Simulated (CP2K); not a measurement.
Two runs for the C K edge of benzoic acid. Run A: CP2K XAS_TDP, all-electron GAPW, PBEh(45%), aug-cc-pVDZ, TDA, no relativity. Run B differs in one setting.

First lines with a strength over 0.0015. A:

| atom | energy (eV) | states | strength, one atom |
| --- | --- | --- | --- |
| C2 (bonded to C and 2 O) | 283.33 | 1 | 0.0679 |
|  | 288.11 | 2 | 0.0174 |
|  | 289.56 | 1 | 0.0018 |
|  | 289.90 | 1 | 0.0066 |
|  | 290.01 | 1 | 0.0035 |
| C4 (bonded to 3 C) | 281.36 | 1 | 0.0344 |
|  | 284.89 | 1 | 0.0205 |
|  | 285.24 | 1 | 0.0024 |
|  | 286.50 | 1 | 0.0020 |
|  | 287.27 | 1 | 0.0024 |
| C5 (bonded to 2 C and H) | 280.99 | 1 | 0.0518 |
|  | 283.06 | 1 | 0.0024 |
|  | 284.77 | 1 | 0.0083 |
|  | 285.74 | 1 | 0.0025 |
|  | 286.27 | 1 | 0.0024 |
| C6 (bonded to 2 C and H) | 281.43 | 1 | 0.0509 |
|  | 284.40 | 1 | 0.0113 |
|  | 285.57 | 1 | 0.0016 |
|  | 285.95 | 1 | 0.0068 |
|  | 286.17 | 1 | 0.0017 |
| C7 (bonded to 2 C and H) | 281.04 | 1 | 0.0511 |
|  | 284.51 | 1 | 0.0117 |
|  | 285.74 | 1 | 0.0020 |
|  | 285.89 | 1 | 0.0099 |
|  | 287.00 | 1 | 0.0030 |

B:

| atom | energy (eV) | states | strength, one atom |
| --- | --- | --- | --- |
| C2 (bonded to C and 2 O) | 289.91 | 1 | 0.0664 |
|  | 294.69 | 2 | 0.0170 |
|  | 296.13 | 1 | 0.0018 |
|  | 296.48 | 1 | 0.0064 |
|  | 296.59 | 1 | 0.0034 |
| C4 (bonded to 3 C) | 286.92 | 1 | 0.0337 |
|  | 290.44 | 1 | 0.0201 |
|  | 290.79 | 1 | 0.0024 |
|  | 292.05 | 1 | 0.0020 |
|  | 292.82 | 1 | 0.0024 |
| C5 (bonded to 2 C and H) | 286.78 | 1 | 0.0508 |
|  | 288.84 | 1 | 0.0024 |
|  | 290.55 | 1 | 0.0081 |
|  | 291.52 | 1 | 0.0025 |
|  | 292.05 | 1 | 0.0023 |
| C6 (bonded to 2 C and H) | 287.27 | 1 | 0.0498 |
|  | 290.24 | 1 | 0.0111 |
|  | 291.41 | 1 | 0.0016 |
|  | 291.79 | 1 | 0.0067 |
|  | 292.01 | 1 | 0.0016 |
| C7 (bonded to 2 C and H) | 286.79 | 1 | 0.0500 |
|  | 290.27 | 1 | 0.0114 |
|  | 291.49 | 1 | 0.0020 |
|  | 291.65 | 1 | 0.0097 |
|  | 292.75 | 1 | 0.0029 |

**Question.** Which was it: scalar relativity switched on, GW2X switched on, the functional, the basis?

GW2X switched on. GW2X shifts an atom's lines together and keeps their spacings. Against PBEh(45%) in aug-cc-pVDZ, the leading lines move by +6.58 eV (C2, to 289.91), +5.56 eV (C4, to 286.92), +5.79 eV (C5, to 286.78), +5.84 eV (C6, to 287.27) and +5.75 eV (C7, to 286.79).

[Hosts, paths, dates, database ids (printed as entryN), source tags and the programs' standing remarks are cut or masked in the printed files.]
